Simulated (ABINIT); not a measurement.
# WS2 (Tungstenite): G0W0 with ABINIT, start to end, part 2 of 3

How does a plane-wave GW calculation on WS2 (Tungstenite) run from the first input to the gap?

ABINIT 10.8.3; PBE and many-body steps on it, plane waves. Known limits of the many-body steps: not at the basis limit; screening head approximate; coarse k mesh.

So far. Step 2 (Ground state): The gap is indirect, with the least direct gap 0.71 eV higher.

## 3. Bands along the symmetry lines

Level of this step: DFT, PBE with spin-orbit coupling, plane waves, norm-conserving pseudopotentials (ABINIT).

The cheap functional maps the bands first; the places of the edges decide which points the dearer methods must see.

Input file run.abi:

```
acell 3*1.0 Angstrom
rprim 
  3.153199999992 0.000000000002 0.000000000000
  -1.576599999998 2.730751303206 0.000000000000
  0.000000000000 0.000000000000 12.323000000000
ntypat 2
znucl 74 16
natom 6
typat 1 1 2 2 2 2
xred 
  0.333333333333 0.666666666667 0.250000000000
  0.666666666667 0.333333333333 0.750000000000
  0.333333333333 0.666666666667 0.622500000000
  0.666666666667 0.333333333333 0.122500000000
  0.333333333333 0.666666666667 0.877500000000
  0.666666666667 0.333333333333 0.377500000000
pp_dirpath "pseudos"
pseudos "W.upf, S.upf"
ecut 31
nspinor 2
iscf -2
irdden 1
kptopt 0
nkpt 39
kpt 
  0.00000000 0.00000000 0.00000000
  0.12500000 0.00000000 0.00000000
  0.25000000 0.00000000 0.00000000
  0.37500000 0.00000000 0.00000000
  0.50000000 0.00000000 0.00000000
  0.45833333 0.08333333 0.00000000
  0.41666666 0.16666666 0.00000000
  0.37500000 0.25000000 0.00000000
  0.33333333 0.33333333 0.00000000
  0.25000000 0.25000000 0.00000000
  0.16666666 0.16666666 0.00000000
  0.08333333 0.08333333 0.00000000
  0.00000000 0.00000000 0.00000000
  0.00000000 0.00000000 0.12500000
  0.00000000 0.00000000 0.25000000
  0.00000000 0.00000000 0.37500000
  0.00000000 0.00000000 0.50000000
  0.12500000 0.00000000 0.50000000
  0.25000000 0.00000000 0.50000000
  0.37500000 0.00000000 0.50000000
  0.50000000 0.00000000 0.50000000
  0.45833333 0.08333333 0.50000000
  0.41666666 0.16666666 0.50000000
  0.37500000 0.25000000 0.50000000
  0.33333333 0.33333333 0.50000000
  0.25000000 0.25000000 0.50000000
  0.16666666 0.16666666 0.50000000
  0.08333333 0.08333333 0.50000000
  0.00000000 0.00000000 0.50000000
  0.50000000 0.00000000 0.50000000
  0.50000000 0.00000000 0.37500000
  0.50000000 0.00000000 0.25000000
  0.50000000 0.00000000 0.12500000
  0.50000000 -0.00000000 0.00000000
  0.33333333 0.33333333 0.50000000
  0.33333333 0.33333333 0.37500000
  0.33333333 0.33333333 0.25000000
  0.33333333 0.33333333 0.12500000
  0.33333333 0.33333333 0.00000000
istwfk *1
nband 68
nbdbuf 6
tolwfr 1e-08
nstep 40
prtwf 0
prtvol 0
indata_prefix "in"
outdata_prefix "out"
tmpdata_prefix "tmp"
```

Launch:

```bash
$ OMP_NUM_THREADS=1 mpirun -n 8 abinit run.abi > log
```

Numbers of over 12 decimals in the logs are rounded to 6 here.

What it wrote:

```text
.Version 10.8.3 of ABINIT. v10.8.2 released Aug 2026.

 Symmetries : space group P6_3/m m c (#194); Bravais hP (primitive hexag.)
[... echo of the input left out ...]
== DATASET  1 ==================================================================
-   mpi_nproc: 8, omp_nthreads: 1 (-1 if OMP is not activated)

--- !DatasetInfo
iteration_state: {dtset: 1, }
dimensions: {natom: 6, nkpt: 39, mband: 68, nsppol: 1, nspinor: 2, nspden: 1, mpw: 5986, }
cutoff_energies: {ecut:  31.0, pawecutdg:  -1.0, }
electrons: {nelect:   5.20000000E+01, charge:   0.00000000E+00, occopt:   1.00000000E+00, tsmear:   1.00000000E-02, }

 Real(R)+Recip(G) space primitive vectors, cartesian coordinates (Bohr,Bohr^-1):
 R(1)=  5.9586844  0.0000000  0.0000000  G(1)=  0.1678223  0.0968922  0.0000000
 R(2)= -2.9793422  5.1603721  0.0000000  G(2)=  0.0000000  0.1937845  0.0000000
 R(3)=  0.0000000  0.0000000 23.2870950  G(3)=  0.0000000  0.0000000  0.0429422
 Unit cell volume ucvol=  7.1605555E+02 bohr^3
 Angles (23,13,12)=  9.00000000E+01  9.00000000E+01  1.20000000E+02 degrees

 getcut: wavevector=  0.0000  0.0000  0.0000  ngfft=  30  30 120
         ecut(hartree)=     31.000   => boxcut(ratio)=   2.01023

--- Pseudopotential description ------------------------------------------------
- W Generated using ONCVPSP code by D. R. Hamann
- 74.00000  14.00000  180416                  znucl, zion, pspdat
12 -101130 3 -1 1396                          pspcod,pspxc,lmax,lloc,mmax
     nproj     2     4     3     4
     spin-orbit psp
        nprojso     4     4     4
  pspatm : epsatm=   11.68472403
         --- l  ekb(1:nproj) -->
             0    1.841239   13.002951
             1    8.989828    1.410628    0.003697    0.000473
             2    4.465715    0.513051    0.002186
             3   51.939043    0.891205    0.007244    0.001949
  spin-orbit 1    0.931175   -0.397074    0.045096   -0.005317
  spin-orbit 2   -0.101391    0.093029    0.015072   -0.000042
  spin-orbit 3    7.288450   -0.052198    0.027487   -0.006945
 pspatm: atomic psp has been read  and splines computed

- S Generated using ONCVPSP code by D. R. Hamann
- 16.00000   6.00000  180416                  znucl, zion, pspdat
12 -101130 2 -1 1146                          pspcod,pspxc,lmax,lloc,mmax
     nproj     2     3     2     0
     spin-orbit psp
        nprojso     3     3     0
  pspatm : epsatm=    9.02154350
         --- l  ekb(1:nproj) -->
             0    0.574336    6.763597
             1    3.228904    0.888476    0.000329
             2   -3.547470   -0.986489
  spin-orbit 1    0.096764   -0.027776    0.009511
  spin-orbit 2    0.001615    0.000361   -0.000189
 pspatm: atomic psp has been read  and splines computed

--------------------------------------------------------------------------------

================================================================================
 prteigrs : about to open file out_EIG
[...]
4.8593E-01  4.8593E-01
[...]
Non-SCF case, kpt   38 (  0.33333  0.33333  0.12500), residuals and eigenvalues=
[...]
5.3923E-01  5.4048E-01
 Non-SCF case, kpt   39 (  0.33333  0.33333  0.00000), residuals and eigenvalues=
[...]
3.9741E-01  3.9741E-01  4.2646E-01  4.2646E-01  4.6217E-01  4.6217E-01
  4.7494E-01  4.7494E-01  4.8198E-01  4.8198E-01  5.3043E-01  5.3067E-01
  5.4157E-01  5.4454E-01

--- !ResultsGS
iteration_state: {dtset: 1, }
comment   : Summary of ground state results
lattice_vectors:
- [  5.9586844,   0.0000000,   0.0000000, ]
- [ -2.9793422,   5.1603721,   0.0000000, ]
- [  0.0000000,   0.0000000,  23.2870950, ]
lattice_lengths: [   5.95868,    5.95868,   23.28710, ]
lattice_angles: [ 90.000,  90.000, 120.000, ] # degrees, (23, 13, 12)
lattice_volume:   7.1605555E+02
convergence: {deltae:  0.000E+00, res2:  0.000E+00, residm:  9.981E-09, diffor:  0.000E+00, }
etotal    :  -1.96319348E+02
entropy   :   0.00000000E+00
fermie    :   3.50353833E-01
cartesian_stress_tensor: null
pressure_GPa: null
xred      :
- [  3.3333E-01,   6.6667E-01,   2.5000E-01,  W]
- [  6.6667E-01,   3.3333E-01,   7.5000E-01,  W]
- [  3.3333E-01,   6.6667E-01,   6.2250E-01,  S]
- [  6.6667E-01,   3.3333E-01,   1.2250E-01,  S]
- [  3.3333E-01,   6.6667E-01,   8.7750E-01,  S]
- [  6.6667E-01,   3.3333E-01,   3.7750E-01,  S]
cartesian_forces: null
force_length_stats: {min: null, max: null, mean: null, }

 Integrated electronic density in atomic spheres:
 ------------------------------------------------
 Atom  Sphere_radius  Integrated_density
[...]
================================================================================

 ----iterations are completed or convergence reached----

 Mean square residual over all n,k,spin=   54.453E-10; max=  99.814E-10
 reduced coordinates (array xred) for    6 atoms
[...]
0.333333333333      0.666666666667      0.877500000000
       0.666666666667      0.333333333333      0.377500000000

 cartesian coordinates (angstrom) at end:
[...]
length scales=  1.889726125908  1.889726125908  1.889726125908 bohr
              =  1.000000000000  1.000000000000  1.000000000000 angstroms
 prteigrs : about to open file out_EIG
 Eigenvalues (hartree) for nkpt=  39  k points:
 kpt#   1, nband= 68, wtk=  1.00000, kpt=  0.0000  0.0000  0.0000 (reduced coord)
[...]
kpt#   2, nband= 68, wtk=  1.00000, kpt=  0.1250  0.0000  0.0000 (reduced coord)
[...]
kpt#   3, nband= 68, wtk=  1.00000, kpt=  0.2500  0.0000  0.0000 (reduced coord)
[...]
kpt#  38, nband= 68, wtk=  1.00000, kpt=  0.3333  0.3333  0.1250 (reduced coord)
[...]
0.52958    0.53055    0.53923    0.54048
 kpt#  39, nband= 68, wtk=  1.00000, kpt=  0.3333  0.3333  0.0000 (reduced coord)
[...]
0.31791    0.31791    0.33508    0.33508    0.39568    0.39568    0.39741    0.39741
   0.42646    0.42646    0.46217    0.46217    0.47494    0.47494    0.48198    0.48198
   0.53043    0.53067    0.54157    0.54454

== END DATASET(S) ==============================================================
================================================================================

 -outvars: echo values of variables after computation  --------
            nband          68
             nkpt          39
          spgroup         194
 [... the other variables as echoed above ...]

 Calculation completed.
```

The job ended after 4.1 min (8 MPI ranks of Arm Neoverse V1, shared host; peak memory 1.1 GiB).

Numbers from this step:

```yaml
gap: 0.9353 eV
k_of_the_valence_top: 0, 0, 0
k_of_the_conduction_bottom: 0.1667, 0.1667, 0
least_direct_gap: 1.649 eV
```

The gap is 0.935 eV, as in the run before at this level.

The electronic bands at the labelled points (eV, zero at the top of the highest filled band):

| point | band 49 | band 50 | band 51 | band 52 | band 53 | band 54 | band 55 | band 56 |
| --- | --- | --- | --- | --- | --- | --- | --- | --- |
| Γ | -1.20 | -1.20 | 0.00 | 0.00 | 2.19 | 2.19 | 2.21 | 2.21 |
| halfway | -1.62 | -1.62 | -1.48 | -1.48 | 1.30 | 1.30 | 1.84 | 1.84 |
| M | -1.59 | -1.59 | -1.51 | -1.51 | 2.22 | 2.22 | 2.26 | 2.26 |
| halfway | -1.31 | -1.31 | -0.89 | -0.89 | 1.85 | 1.85 | 2.08 | 2.08 |
| K | -0.88 | -0.88 | -0.42 | -0.42 | 1.23 | 1.23 | 1.28 | 1.28 |
| halfway | -1.63 | -1.63 | -1.41 | -1.41 | 0.94 | 0.94 | 1.81 | 1.81 |
| Γ | -1.20 | -1.20 | 0.00 | 0.00 | 2.19 | 2.19 | 2.21 | 2.21 |
| halfway | -0.74 | -0.74 | -0.08 | -0.08 | 2.20 | 2.20 | 2.21 | 2.21 |
| A | -0.32 | -0.32 | -0.32 | -0.32 | 2.21 | 2.21 | 2.21 | 2.21 |
| halfway | -1.51 | -1.51 | -1.51 | -1.51 | 1.67 | 1.67 | 1.67 | 1.67 |
| L | -1.56 | -1.56 | -1.56 | -1.56 | 2.24 | 2.24 | 2.24 | 2.24 |
| halfway | -1.26 | -1.26 | -0.93 | -0.93 | 1.88 | 1.88 | 2.06 | 2.06 |
| H | -0.87 | -0.87 | -0.46 | -0.46 | 1.24 | 1.24 | 1.28 | 1.28 |
| halfway | -1.64 | -1.64 | -1.41 | -1.41 | 1.22 | 1.22 | 1.49 | 1.49 |
| A | -0.32 | -0.32 | -0.32 | -0.32 | 2.21 | 2.21 | 2.21 | 2.21 |
| jump to L | -1.56 | -1.56 | -1.56 | -1.56 | 2.24 | 2.24 | 2.24 | 2.24 |
| halfway | -1.59 | -1.59 | -1.52 | -1.52 | 2.23 | 2.23 | 2.25 | 2.25 |
| M | -1.59 | -1.59 | -1.51 | -1.51 | 2.22 | 2.22 | 2.26 | 2.26 |
| jump to H | -0.87 | -0.87 | -0.46 | -0.46 | 1.24 | 1.24 | 1.28 | 1.28 |
| halfway | -0.88 | -0.88 | -0.44 | -0.44 | 1.24 | 1.24 | 1.28 | 1.28 |
| K | -0.88 | -0.88 | -0.42 | -0.42 | 1.23 | 1.23 | 1.28 | 1.28 |

## 4. Empty states on the mesh, 3×3×1 mesh, 266 bands

The sums over transitions need many empty states on a uniform mesh; this step solves for them.

Input file run.abi:

```
acell 3*1.0 Angstrom
rprim 
  3.153199999992 0.000000000002 0.000000000000
  -1.576599999998 2.730751303206 0.000000000000
  0.000000000000 0.000000000000 12.323000000000
ntypat 2
znucl 74 16
natom 6
typat 1 1 2 2 2 2
xred 
  0.333333333333 0.666666666667 0.250000000000
  0.666666666667 0.333333333333 0.750000000000
  0.333333333333 0.666666666667 0.622500000000
  0.666666666667 0.333333333333 0.122500000000
  0.333333333333 0.666666666667 0.877500000000
  0.666666666667 0.333333333333 0.377500000000
pp_dirpath "pseudos"
pseudos "W.upf, S.upf"
ecut 31
nspinor 2
ngkpt 3 3 1
nshiftk 1
shiftk 0 0 0
kptopt 1
chksymbreak 0
iscf -2
irdden 1
istwfk *1
nband 266
nbdbuf 24
tolwfr 1e-09
nstep 60
prtvol 0
indata_prefix "in"
outdata_prefix "out"
tmpdata_prefix "tmp"
```

What it wrote:

```text
.Version 10.8.3 of ABINIT. v10.8.2 released Aug 2026.

 Symmetries : space group P6_3/m m c (#194); Bravais hP (primitive hexag.)
[... echo of the input left out ...]
== DATASET  1 ==================================================================
-   mpi_nproc: 8, omp_nthreads: 1 (-1 if OMP is not activated)
-    --> not optimal distribution: autoparal keyword recommended in input file <--

--- !DatasetInfo
iteration_state: {dtset: 1, }
dimensions: {natom: 6, nkpt: 3, mband: 266, nsppol: 1, nspinor: 2, nspden: 1, mpw: 5917, }
cutoff_energies: {ecut:  31.0, pawecutdg:  -1.0, }
electrons: {nelect:   5.20000000E+01, charge:   0.00000000E+00, occopt:   1.00000000E+00, tsmear:   1.00000000E-02, }

 Real(R)+Recip(G) space primitive vectors, cartesian coordinates (Bohr,Bohr^-1):
 R(1)=  5.9586844  0.0000000  0.0000000  G(1)=  0.1678223  0.0968922  0.0000000
 R(2)= -2.9793422  5.1603721  0.0000000  G(2)=  0.0000000  0.1937845  0.0000000
 R(3)=  0.0000000  0.0000000 23.2870950  G(3)=  0.0000000  0.0000000  0.0429422
 Unit cell volume ucvol=  7.1605555E+02 bohr^3
 Angles (23,13,12)=  9.00000000E+01  9.00000000E+01  1.20000000E+02 degrees

 getcut: wavevector=  0.0000  0.0000  0.0000  ngfft=  30  30 120
         ecut(hartree)=     31.000   => boxcut(ratio)=   2.01023

--- Pseudopotential description ------------------------------------------------
- W Generated using ONCVPSP code by D. R. Hamann
- 74.00000  14.00000  180416                  znucl, zion, pspdat
12 -101130 3 -1 1396                          pspcod,pspxc,lmax,lloc,mmax
     nproj     2     4     3     4
     spin-orbit psp
        nprojso     4     4     4
  pspatm : epsatm=   11.68472403
         --- l  ekb(1:nproj) -->
             0    1.841239   13.002951
             1    8.989828    1.410628    0.003697    0.000473
             2    4.465715    0.513051    0.002186
             3   51.939043    0.891205    0.007244    0.001949
  spin-orbit 1    0.931175   -0.397074    0.045096   -0.005317
  spin-orbit 2   -0.101391    0.093029    0.015072   -0.000042
  spin-orbit 3    7.288450   -0.052198    0.027487   -0.006945
 pspatm: atomic psp has been read  and splines computed

- S Generated using ONCVPSP code by D. R. Hamann
- 16.00000   6.00000  180416                  znucl, zion, pspdat
12 -101130 2 -1 1146                          pspcod,pspxc,lmax,lloc,mmax
     nproj     2     3     2     0
     spin-orbit psp
        nprojso     3     3     0
  pspatm : epsatm=    9.02154350
         --- l  ekb(1:nproj) -->
             0    0.574336    6.763597
             1    3.228904    0.888476    0.000329
             2   -3.547470   -0.986489
  spin-orbit 1    0.096764   -0.027776    0.009511
  spin-orbit 2    0.001615    0.000361   -0.000189
 pspatm: atomic psp has been read  and splines computed

--------------------------------------------------------------------------------

[...]
4.91E-10  9.11E-10  5.45E-10  8.41E-10  4.64E-10  6.63E-10  5.37E-10  6.35E-10
  5.23E-10  5.78E-10  4.29E-10  5.15E-10  3.81E-10  4.85E-10  4.24E-10  5.73E-10
  2.56E-10  3.31E-10  2.26E-10  3.25E-10  2.62E-10  4.26E-10  2.62E-10  3.98E-10
[...]
3.53E-06  1.47E-05
 -2.3843E+00 -2.3843E+00 -2.3843E+00 -2.3843E+00 -1.3326E+00 -1.3326E+00
 -1.3326E+00 -1.3326E+00 -9.7596E-01 -9.7596E-01 -9.7595E-01 -9.7595E-01
 -9.6952E-01 -9.6952E-01 -9.6952E-01 -9.6952E-01 -2.2512E-01 -2.2512E-01
[...]
2.0463E+00  2.0463E+00  2.0477E+00  2.0477E+00  2.0534E+00  2.0534E+00
  2.0557E+00  2.0557E+00  2.0609E+00  2.0609E+00  2.0705E+00  2.0705E+00
  2.1009E+00  2.1009E+00
 prteigrs : prtvol=0 or 1, do not print more k-points.

--- !ResultsGS
iteration_state: {dtset: 1, }
comment   : Summary of ground state results
lattice_vectors:
- [  5.9586844,   0.0000000,   0.0000000, ]
- [ -2.9793422,   5.1603721,   0.0000000, ]
- [  0.0000000,   0.0000000,  23.2870950, ]
lattice_lengths: [   5.95868,    5.95868,   23.28710, ]
lattice_angles: [ 90.000,  90.000, 120.000, ] # degrees, (23, 13, 12)
lattice_volume:   7.1605555E+02
convergence: {deltae:  0.000E+00, res2:  0.000E+00, residm:  9.929E-10, diffor:  0.000E+00, }
etotal    :  -1.96319348E+02
entropy   :   0.00000000E+00
fermie    :   3.50353833E-01
cartesian_stress_tensor: null
pressure_GPa: null
xred      :
- [  3.3333E-01,   6.6667E-01,   2.5000E-01,  W]
- [  6.6667E-01,   3.3333E-01,   7.5000E-01,  W]
- [  3.3333E-01,   6.6667E-01,   6.2250E-01,  S]
- [  6.6667E-01,   3.3333E-01,   1.2250E-01,  S]
- [  3.3333E-01,   6.6667E-01,   8.7750E-01,  S]
- [  6.6667E-01,   3.3333E-01,   3.7750E-01,  S]
cartesian_forces: null
force_length_stats: {min: null, max: null, mean: null, }

 Integrated electronic density in atomic spheres:
 ------------------------------------------------
 Atom  Sphere_radius  Integrated_density
[...]
================================================================================

 ----iterations are completed or convergence reached----

 Mean square residual over all n,k,spin=   49.448E-11; max=  99.289E-11
 reduced coordinates (array xred) for    6 atoms
[...]
0.333333333333      0.666666666667      0.877500000000
       0.666666666667      0.333333333333      0.377500000000

 cartesian coordinates (angstrom) at end:
    1     -1.33e-12     1.820501     3.080750
[...]
5     -1.33e-12     1.820501    10.813432
    6      1.576600     0.910250     4.651933
 length scales=  1.889726125908  1.889726125908  1.889726125908 bohr
              =  1.000000000000  1.000000000000  1.000000000000 angstroms
 prteigrs : about to open file out_EIG
 Eigenvalues (hartree) for nkpt=   3  k points:
 kpt#   1, nband=266, wtk=  0.11111, kpt=  0.0000  0.0000  0.0000 (reduced coord)
[...]
2.02284    2.02284    2.04081    2.04081    2.04631    2.04631    2.04769    2.04769
   2.05341    2.05342    2.05567    2.05567    2.06091    2.06091    2.07054    2.07054
   2.10088    2.10089
 prteigrs : prtvol=0 or 1, do not print more k-points.

== END DATASET(S) ==============================================================
================================================================================

 -outvars: echo values of variables after computation  --------
            nband         266
             nkpt           3
          spgroup         194
 [... the other variables as echoed above ...]

 Calculation completed.
```

Run time: 4.6 min. Hardware: 8 MPI ranks; peak memory 0.79 GiB; 37 min of CPU time.

Numbers from this step:

```yaml
gap: 1.233 eV
k_of_the_valence_top: 0, 0, 0
k_of_the_conduction_bottom: 0.3333, 0.3333, 0
least_direct_gap: 1.649 eV
k_points_computed: 3
lowest_point_of_the_top_converged_band_above_the_valence_top: 42.55 eV
```

On this mesh the gap is 1.233 eV. The earlier step found 0.935 eV, so this mesh misses an edge.

(Continued in part 3 of 3.)

[Paths, hosts, dates, memory and timing lines, banners, echoed tables and standing remarks are left out of the program output.]

[Logs are printed without paths, hosts, clocks, repeated set-up lines and the standing remarks that a program may print on its own settings, such as how far it seeks lower states.]

[Runs of the session that timed out or met a known fault of the program may be left out.]

[Hosts, paths, dates, database ids (printed as entryN), source tags and the programs' standing remarks are cut or masked in the printed files.]

[G0W0 gaps are taken among the corrected bands and points alone; a level outside them can change the order at an edge.]

[Where Ansatz stands beside ABINIT at settings called matched, ABINIT's density can come from a denser mesh and the files from another edition; pairs whose starting gaps differed by over 0.03 eV were left out, so agreement reads better than it is.]
